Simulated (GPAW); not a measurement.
# O K ELNES/XANES of CaO (Lime, Fm-3m) from DFT, part 2 of 2

Aim: the near-edge shape at the O K edge of CaO (Lime, Fm-3m), and what the core hole does to it.

GPAW 26.7.0; X-ray absorption from dipole matrix elements to empty bands, plane-wave PAW PBE.

So far. Step 2 (The field without a hole): The mesh shows a gap of 3.75 eV, so the hole is first treated in a charged cell, without the excited electron. Step 3 (Spectrum without a core hole, O atom 2): Main maxima below 24 eV (height): 3.6 eV (2.44), 6.4 eV (2.27), 10.5 eV (1.44) and 14.0 eV (0.82). A K edge sees empty p states on the absorber.

### 5. Spectrum with FCH, O atom 2

The holes are 5.9 Å apart. In GPAW the data set carries the hole's charge, so charge=0 means a charged cell and charge=-1 a neutral one. The excited electron is left out and a uniform background balances the charge. After the field has converged, empty bands are computed with the density fixed and the dipole matrix elements are summed.

xas.py

```python
import numpy as np
from ase import Atoms
from ase.parallel import parprint, paropen
from gpaw import GPAW, PW, FermiDirac, Mixer, MixerDif, setup_paths
from gpaw.test import gen
setup_paths.insert(0, '.')
gen('O', name='fch1s', xcname='PBE', corehole=(1, 0, 1), write_xml=True)

atoms = Atoms('Ca6O6',
    cell=[[4.813, -2.4065, 2.4065],
     [2.4065, 2.4065, 4.813],
     [-2.4065, -4.813, 2.4065]],
    scaled_positions=[[0, 0, 0],
     [0.33333333, 0.33333333, 0],
     [0.16666667, 0.16666667, 0.5],
     [0.66666667, 0.66666667, 0],
     [0.5, 0.5, 0.5],
     [0.83333333, 0.83333333, 0.5],
     [0.08333333, 0.58333333, 0.75],
     [0.41666667, 0.91666667, 0.75],
     [0.25, 0.75, 0.25],
     [0.75, 0.25, 0.75],
     [0.58333333, 0.08333333, 0.25],
     [0.91666667, 0.41666667, 0.25]],
    pbc=True)
atoms.calc = calc = GPAW(legacy_gpaw=True, mode=PW(500), xc='PBE', setups={6: 'fch1s'},
    kpts={'size': (4, 4, 3), 'gamma': True}, occupations=FermiDirac(0.02),
    charge=0, mixer=Mixer(0.1, 5, 50), maxiter=150,
    convergence={'density': 0.0001}, txt='scf.txt')
energy = atoms.get_potential_energy() + calc.get_reference_energy()
ef = calc.get_fermi_level()
out = dict(energy=energy, fermi=ef, forces=atoms.get_forces().tolist())
parprint(f'all-electron energy {energy:.4f} eV, Fermi level {ef:.4f} eV')
ev = np.array([[calc.get_eigenvalues(k, s) for k in range(len(calc.get_ibz_k_points()))] for s in range(calc.get_number_of_spins())])
out['homo'], out['lumo'], out['counts'] = ev[ev < ef].max(), ev[ev > ef].min(), sorted(set((ev < ef).sum((0, 2)).tolist()))
out['filled'] = (ev[:, 0] < ef).sum(1).tolist()

from gpaw.xas import XAS
nb = int(calc.get_number_of_electrons() / 2) + 102
top, nb = nb, nb + 8 + nb // 12
nscf = calc.fixed_density(kpts={'size': (5, 5, 4), 'gamma': True}, nbands=nb,
    convergence={'bands': top, 'eigenstates': 1e-5}, maxiter=60, txt='nscf.txt')
cell = atoms.cell.array
ops = [cell.T @ U.T @ np.linalg.inv(cell.T) for U in nscf.wfs.kd.symmetry.op_scc]
filled = [48]  # bands filled in the ground state, by spin
E = np.arange(-6, 34, 0.1)
fwhm = np.interp(E, [4, 25], [0.9, 3.5])
Y, X, zero, highest = 0, 0, 1e9, 1e9
for spin in range(nscf.get_number_of_spins()):
    xas = XAS(nscf, mode='all', center=6, spin=spin)
    eps = xas.eps_kn
    d = xas.sigma_cmkn  # core-to-band dipole matrix elements, k weights included
    T = np.einsum('amkn,bmkn->abkn', d, d.conj()).real
    T = sum(np.einsum('ai,ijkn,bj->abkn', R, T, R) for R in ops) / len(ops)
    empty = np.ones_like(eps, bool) & (np.arange(nb) >= filled[spin])
    zero, highest = min(zero, eps[empty].min()), min(highest, eps[:, top - 1].min())
    lines = [(eps, T, empty)] if spin == 0 else lines + [(eps, T, empty)]
for eps, T, empty in lines:
    f = np.einsum('aakn->akn', T).reshape(3, -1)
    x = eps.ravel() - zero
    w = np.interp(x, E, fwhm) / 2.35482
    g = np.exp(-0.5 * ((E[:, None] - x) / w) ** 2) / (w * (2 * np.pi) ** 0.5)
    Y = Y + (f * empty.ravel()) @ g.T
    X = X + (f * ~empty.ravel()) @ g.T
out.update(E=E.round(2).tolist(), xas=Y.tolist(), xes=X.tolist(), zero=zero, valid=highest - zero, nk=len(eps), nb=nb)
for i in range(0, len(E), 10):
    parprint(f'{E[i]:7.2f}', *(f'{v:10.3e}' for v in Y[:, i]))
import json
with paropen('out.json', 'w') as f:
    json.dump(out, f)
```

Launch:

```console
$ OMP_NUM_THREADS=1 python xas.py
```

Numbers of over 12 decimals in the logs are rounded to 6 here.

The log of the run:

```text
Input parameters:
  convergence: {density: 0.0001}
  kpts: {gamma: True,
         size: (4, 4, 3)}
  maxiter: 150
  mixer: {backend: pulay,
          beta: 0.1,
          method: separate,
          nmaxold: 5,
          weight: 50}
  mode: {ecut: 500.0,
         name: pw}
  occupations: {fixmagmom: False,
                name: fermi-dirac,
                width: 0.02}
  setups: {6: fch1s}
  xc: PBE

Initialize ...

[... PAW data sets ...]

Reference energy: -122755.530268  # eV

Spin-paired calculation

[... convergence settings ...]
Symmetries present (total): 1
  [... symmetry matrices ...]

48 k-points: 4 x 4 x 3 Monkhorst-Pack grid + [1/8,1/8,0.000000]
26 k-points in the irreducible part of the Brillouin zone
       k-points in crystal coordinates                weights
   0:     0.00000000    0.00000000    0.00000000          1/48
   1:     0.00000000    0.00000000    0.33333333          2/48
   2:     0.00000000    0.25000000   -0.33333333          2/48
   3:     0.00000000    0.25000000    0.00000000          2/48
   4:     0.00000000    0.25000000    0.33333333          2/48
   5:     0.00000000    0.50000000    0.00000000          1/48
   6:     0.00000000    0.50000000    0.33333333          2/48
   7:     0.25000000   -0.25000000   -0.33333333          2/48
   8:     0.25000000   -0.25000000    0.00000000          2/48
   9:     0.25000000   -0.25000000    0.33333333          2/48
          ...
  25:     0.50000000    0.50000000    0.33333333          2/48

Wave functions: Plane wave expansion
  Cutoff energy: 500.000 eV
  Number of coefficients (min, max): 4229, 4303
  Pulay-stress correction: 0.000000 eV/Ang^3 (de/decut=0.000000)
  Using FFTW library
  Wavefunction extrapolation:
    Improved wavefunction reuse through dual PAW basis

Occupation numbers: Fermi-Dirac:
  width: 0.0200  # eV

Eigensolver
   Davidson(niter=2)

Densities:
  Coarse grid: 32*32*32 grid
  Fine grid: 64*64*64 grid
  Total Charge: 1.000000

Density mixing:
  Method: separate
  Backend: pulay
  Linear mixing parameter: 0.1
  old densities: 5
  Width of damping distribution: 1.1
  Damping of long wavelength oscillations: 50

[... Hamiltonian set-up ...]
Number of atoms: 12
Number of atomic orbitals: 54
Number of bands in calculation: 54
Number of valence electrons: 96
Bands to converge: occupied

... initialized

Initializing position-dependent things.

Density initialized from atomic densities
Creating initial wave functions:
  54 bands from LCAO basis set

               O     Ca

                O     Ca
        O      Ca    O
             O
                Ca
        Ca    O

          Ca

Atomic positions and initial magnetic moments

Positions:
   0 Ca     0.000000    0.000000    0.000000    ( 0.0000,  0.0000,  0.0000)
   1 Ca     2.406500   -0.000000    2.406500    ( 0.0000,  0.0000,  0.0000)
   2 Ca     0.000000   -2.406500    2.406500    ( 0.0000,  0.0000,  0.0000)
   3 Ca     4.813000   -0.000000    4.813000    ( 0.0000,  0.0000,  0.0000)
   4 Ca     2.406500   -2.406500    4.813000    ( 0.0000,  0.0000,  0.0000)
   5 Ca     4.813000   -2.406500    7.219500    ( 0.0000,  0.0000,  0.0000)
   6 O     -0.000000   -2.406500    4.813000    ( 0.0000,  0.0000,  0.0000)
   7 O      2.406500   -2.406500    7.219500    ( 0.0000,  0.0000,  0.0000)
   8 O      2.406500    0.000000    4.813000    ( 0.0000,  0.0000,  0.0000)
   9 O      2.406500   -4.813000    4.813000    ( 0.0000,  0.0000,  0.0000)
  10 O      2.406500   -2.406500    2.406500    ( 0.0000,  0.0000,  0.0000)
  11 O      4.813000   -2.406500    4.813000    ( 0.0000,  0.0000,  0.0000)

Unit cell:
           periodic     x           y           z      points  spacing
  1. axis:    yes    4.813000   -2.406500    2.406500    32     0.1525
  2. axis:    yes    2.406500    2.406500    4.813000    32     0.1525
  3. axis:    yes   -2.406500   -4.813000    2.406500    32     0.1737

  Lengths:   5.894697   5.894697   5.894697
  Angles:   99.594068  80.405932  60.000000

Effective grid spacing dv^(1/3) = 0.1722

iter:   1  -113.286307
iter:   2  -106.993037   -0.47  -0.96
iter:   3  -100.915236   -0.41  -1.08
iter:   4  -100.505623   -1.07  -1.33
iter:   5  -100.735830   -1.49  -1.50
iter:   6  -100.607551   -1.47  -1.74
iter:   7  -100.547382   -2.18  -2.30
iter:   8  -100.523360   -3.01  -2.32
iter:   9  -100.523007c  -3.37  -2.43
iter:  10  -100.511883c  -3.02  -2.49
iter:  11  -100.510283c  -3.61  -2.87
iter:  12  -100.509967c  -4.85  -3.21
iter:  13  -100.510081c  -4.68  -3.28
iter:  14  -100.510035c  -5.10  -3.46
iter:  15  -100.510045c  -5.62  -3.85
iter:  16  -100.510046c  -6.14  -4.03c
iter:  17  -100.510044c  -6.53  -4.19c
iter:  18  -100.510044c  -7.96c -4.47c

Converged after 18 iterations.

Dipole moment: (-0.221823, -0.292288, 0.315546) |e|*Ang

Energy contributions relative to reference atoms: (reference = -122755.530268)

Kinetic:        +59.620628
Potential:      -64.119124
External:        +0.000000
XC:             -92.534457
Entropy (-ST):   -0.000000
Local:           -3.477092
SIC:             +0.000000
--------------------------
Free energy:   -100.510044
Extrapolated:  -100.510044

Showing only first 2 kpts
 Kpt  Band  Eigenvalues  Occupancy
  0    46      4.83833    2.00000
  0    47      4.85711    2.00000
  0    48      9.32776    0.00000
  0    49     10.53273    0.00000

  1    46      4.59188    2.00000
  1    47      4.59226    2.00000
  1    48     10.30735    0.00000
[...]
Fermi level: 5.57301

Gap: 3.703 eV
Transition (v -> c):
  (s=0, k=0, n=47, [0.00, 0.00, 0.00]) -> (s=0, k=24, n=48, [0.50, 0.50, 0.00])
Direct/indirect transitions are different
Direct gap: 3.966 eV
Transition at: (s=0, k=24, n=47, [0.50, 0.50, 0.00])

Forces in eV/Ang:
  0 Ca   -0.07813   -0.07764    1.15713
  1 Ca   -0.03779   -1.12017    0.03780
  2 Ca    0.07812    0.07764   -1.15717
  3 Ca   -1.15717   -0.07764    0.07812
  4 Ca    1.15713    0.07764   -0.07813
  5 Ca    0.03780    1.12017   -0.03779
  6 O     0.00069   -0.00000    0.00069
  7 O    -0.00214    0.00000   -0.00214
  8 O    -0.10825    0.00000   -0.10825
  9 O     0.00186   -0.00000    0.00186
 10 O     0.00033   -0.00000    0.00033
 11 O     0.10792    0.00000    0.10792
Scalar-relativistic atomic PBE calculation for O (Oxygen, Z=8)
Core hole in 1s state (1s occupation: 1.0)
300 radial gridpoints.
|------------------------------------------------|
|------------------------------------------------|
[... the atom generator's iteration count ...]

Energy contributions:
-------------------------
Kinetic:      +54.482386
XC:            -6.221029
Potential:   -102.872811
-------------------------
Total:        -54.611454

state      eigenvalue         ekin         rmax
-----------------------------------------------
1s^1.0 :   -21.894578    30.998381        0.126
2s^2.0 :    -1.608483     4.112072        0.796
2p^4.0 :    -1.062351     3.814965        0.685
-----------------------------------------------
(units: Bohr and Hartree)

Generating PAW setup
Kinetic energy of the core from tauc = 31.023928
Cutoffs:
rc(s)=1.300
rc(p)=1.130
rc(d)=1.170
rc(vbar)=1.300
rc(comp)=1.260
rc(nct)=1.300

Kinetic energy of the core states: 30.998381
Charge: 1.0
Core electrons: 1.0
Valence electrons: 6.0
Pseudo-core charge: 0.000187
Shape function alpha=6.299
Pseudo-electron charge 5.288669
state    eigenvalue         norm
--------------------------------
2s(2) :    -1.608483     1.066038
*s    :    -0.608483
2p(4) :    -1.062351     0.789101
*p    :    -0.062351
*d    :     0.000000
--------------------------------

Diagonalizing with gridspacing h=0.050

state   all-electron     PAW
-------------------------------
2s:      -1.608483    -1.609927
2p:      -1.062351    -1.068630
*d:                   -0.061610
*f:                   -0.013338
-------------------------------
all-electron energy -122856.0403 eV, Fermi level 5.5730 eV
[...]
31.00  5.574e-05  5.591e-05  5.569e-05
  32.00  6.294e-05  6.334e-05  6.282e-05
  33.00  6.003e-05  6.071e-05  5.984e-05
```

The job ended after 13 min (1 thread of Arm Neoverse V2, shared host; peak memory 1.1 GiB).

The O K spectrum, O atom 2, full core hole (charged cell) (energy from the lowest empty level; intensity scaled to a mean of 1 over the first 20 eV):

```csv
E (eV),intensity
-2.00,0.00
-1.25,0.00
-0.50,0.00
0.25,0.11
1.00,0.54
1.75,1.67
2.50,2.73
3.25,2.58
4.00,1.35
4.75,1.53
5.50,1.76
6.25,1.46
7.00,0.84
7.75,0.73
8.50,0.72
9.25,0.97
10.00,1.22
10.75,1.00
11.50,0.70
12.25,0.61
13.00,0.71
13.75,0.80
14.50,0.66
15.25,0.46
16.00,0.42
16.75,0.48
17.50,0.53
18.25,0.58
19.00,0.69
19.75,0.93
20.50,1.30
21.25,1.70
22.00,2.02
22.75,2.16
23.50,2.05
24.25,1.67
25.00,1.18
25.75,0.76
26.50,0.50
27.25,0.40
```

Main maxima below 24 eV (height): 2.9 eV (2.86), 5.7 eV (1.81), 10.0 eV (1.22), 13.7 eV (0.80) and 22.8 eV (2.17). 

The hole costs E(hole) − E(ground) = 530.40 eV, and the lowest empty level of the hole cell on the spectrum's mesh lies at 8.68 eV, which puts the zero at 539.08 eV. One term is added: -8.91 eV, since the hole is spin-paired here and a spin-polarised one costs that much less in the free atom (computed apart). The photon energy is then 530.17 eV. The functional and the charged cell's background leave an error of a few eV in such absolute values.

### 6. Excitation energy, O atom 2

With the excited electron kept in the cell the system stays neutral, and the energy difference is an excitation energy by itself. In a small cell that electron takes up a good share of the lowest empty band, or all of one, which shifts the value from the true onset.

Changed against the first core-hole run: core hole to XCH, with the smearing that suits a partly filled band.

scf.py

```python
import numpy as np
from ase import Atoms
from ase.parallel import parprint, paropen
from gpaw import GPAW, PW, FermiDirac, Mixer, MixerDif, setup_paths
from gpaw.test import gen
setup_paths.insert(0, '.')
gen('O', name='fch1s', xcname='PBE', corehole=(1, 0, 1), write_xml=True)

atoms = Atoms('Ca6O6',
    cell=[[4.813, -2.4065, 2.4065],
     [2.4065, 2.4065, 4.813],
     [-2.4065, -4.813, 2.4065]],
    scaled_positions=[[0, 0, 0],
     [0.33333333, 0.33333333, 0],
     [0.16666667, 0.16666667, 0.5],
     [0.66666667, 0.66666667, 0],
     [0.5, 0.5, 0.5],
     [0.83333333, 0.83333333, 0.5],
     [0.08333333, 0.58333333, 0.75],
     [0.41666667, 0.91666667, 0.75],
     [0.25, 0.75, 0.25],
     [0.75, 0.25, 0.75],
     [0.58333333, 0.08333333, 0.25],
     [0.91666667, 0.41666667, 0.25]],
    pbc=True)
atoms.calc = calc = GPAW(legacy_gpaw=True, mode=PW(500), xc='PBE', setups={6: 'fch1s'},
    kpts={'size': (4, 4, 3), 'gamma': True}, occupations=FermiDirac(0.04),
    charge=-1, mixer=Mixer(0.1, 5, 50), maxiter=150,
    convergence={'density': 0.0001}, txt='scf.txt')
energy = atoms.get_potential_energy() + calc.get_reference_energy()
ef = calc.get_fermi_level()
out = dict(energy=energy, fermi=ef, forces=atoms.get_forces().tolist())
parprint(f'all-electron energy {energy:.4f} eV, Fermi level {ef:.4f} eV')
ev = np.array([[calc.get_eigenvalues(k, s) for k in range(len(calc.get_ibz_k_points()))] for s in range(calc.get_number_of_spins())])
out['homo'], out['lumo'], out['counts'] = ev[ev < ef].max(), ev[ev > ef].min(), sorted(set((ev < ef).sum((0, 2)).tolist()))
out['filled'] = (ev[:, 0] < ef).sum(1).tolist()
import json
with paropen('out.json', 'w') as f:
    json.dump(out, f)
```

Launch:

```console
$ OMP_NUM_THREADS=1 python scf.py
```

The log of the run:

```text
Input parameters:
  charge: -1
  convergence: {density: 0.0001}
  kpts: {gamma: True,
         size: (4, 4, 3)}
  maxiter: 150
  mixer: {backend: pulay,
          beta: 0.1,
          method: separate,
          nmaxold: 5,
          weight: 50}
  mode: {ecut: 500.0,
         name: pw}
  occupations: {fixmagmom: False,
                name: fermi-dirac,
                width: 0.04}
  setups: {6: fch1s}
  xc: PBE

[...]
2s(2) :    -1.608483     1.066038
*s    :    -0.608483
2p(4) :    -1.062351     0.789101
*p    :    -0.062351
*d    :     0.000000
--------------------------------

Diagonalizing with gridspacing h=0.050

state   all-electron     PAW
-------------------------------
2s:      -1.608483    -1.609927
2p:      -1.062351    -1.068630
*d:                   -0.061610
*f:                   -0.013338
-------------------------------
all-electron energy -122847.0567 eV, Fermi level 9.1022 eV
[key lines of the parts left out:]
Converged after 26 iterations.
Dipole moment: (-0.209809, -0.274956, 0.293940) |e|*Ang
Free energy:    -91.537203
Fermi level: 9.10218
```

The job ended after 3.3 min (1 thread; peak memory 0.37 GiB).

The total-energy difference is 539.38 eV. With the free-atom term of -8.91 eV for this edge, the photon energy is 530.48 eV.

### 7. With and without the hole

Both curves are counted from their own zero, so only the shift of weight within the empty states shows.

```csv
E (eV),no hole,FCH
-2.0,0.00,0.00
-1.0,0.00,0.00
0.0,0.02,0.05
1.0,0.23,0.54
2.0,0.88,2.14
3.0,2.06,2.83
4.0,2.17,1.35
5.0,1.68,1.56
6.0,2.09,1.71
7.0,1.73,0.84
8.0,0.92,0.71
9.0,0.78,0.85
10.0,1.27,1.22
11.0,1.30,0.88
12.0,0.77,0.61
13.0,0.69,0.71
14.0,0.82,0.77
15.0,0.63,0.52
16.0,0.41,0.42
17.0,0.40,0.50
18.0,0.42,0.56
19.0,0.43,0.69
20.0,0.54,1.04
21.0,0.81,1.57
22.0,1.18,2.02
23.0,1.59,2.16
24.0,1.86,1.82
25.0,1.70,1.18
26.0,1.17,0.66
27.0,0.68,0.42
```

With each curve scaled to its own mean, the area from −2 to 6 eV with the hole is 9.4 against 8.0, and the centre of weight from −1 to 20 eV moves by -0.2 eV: the hole pulls the absorber's empty states down.

### 8. Outcome

```json
{"absorber and edge": "O K, atom 2 of the ground-state input (counted from 1)", "surroundings": "6 Ca at 2.41 Å (octahedral, site symmetry m-3m)", "highest intensity below 16 eV": "2.9 eV above the zero, height 2.86", "photon energy of the zero, with the added terms": "530.2 eV (raw 539.1 eV; uncertain by a few eV)"}
```

**Reading.** The O K edge of atom 2, with 6 Ca at 2.41 Å (octahedral, site symmetry m-3m), has its highest intensity of the first 16 eV at 2.9 eV above the zero, near 533 eV in photon energy (uncertain by a few eV), 2.9 times the mean level of the first 20 eV (Gaussian full width 0.9 eV up to 4 eV, rising linearly to 3.5 eV at 25 eV). With each curve scaled to its own mean, the area from −2 to 6 eV with the hole is 9.4 against 8.0, and the centre of weight from −1 to 20 eV moves by -0.2 eV: the hole pulls the absorber's empty states down. The neutral-cell energy lies +0.3 eV from the charged-cell zero, a gap made of the charged-cell error and of where the added electron settles. The holes are only 5.9 Å apart, so the shape is probably not converged with cell size; no larger cell was run here. The mesh is coarse (0.28 Å⁻¹ between points), so small maxima may be mesh ripples. Lifetime broadening is put in by hand, and intensities beyond about 20 eV depend on it and on the partial waves. The structure is a published determination, not relaxed.

[Banner, clock and machine lines of the logs are left out without a mark of their own.]

[Logs are printed without paths, hosts, clocks, repeated set-up lines and the standing remarks that a program may print on its own settings, such as how far it seeks lower states.]

[Hosts, paths, dates, database ids (printed as entryN), source tags and the programs' standing remarks are cut or masked in the printed files.]

[Lists of maxima count a maximum above −3 eV only where it reaches 4 % of the highest in the window and stands out from its surroundings by 2 % of it (1.5 % where it reaches 55 %); shoulders and weaker maxima are passed over, and of the rest the first, up to two pre-edge ones and the few strongest are named.]
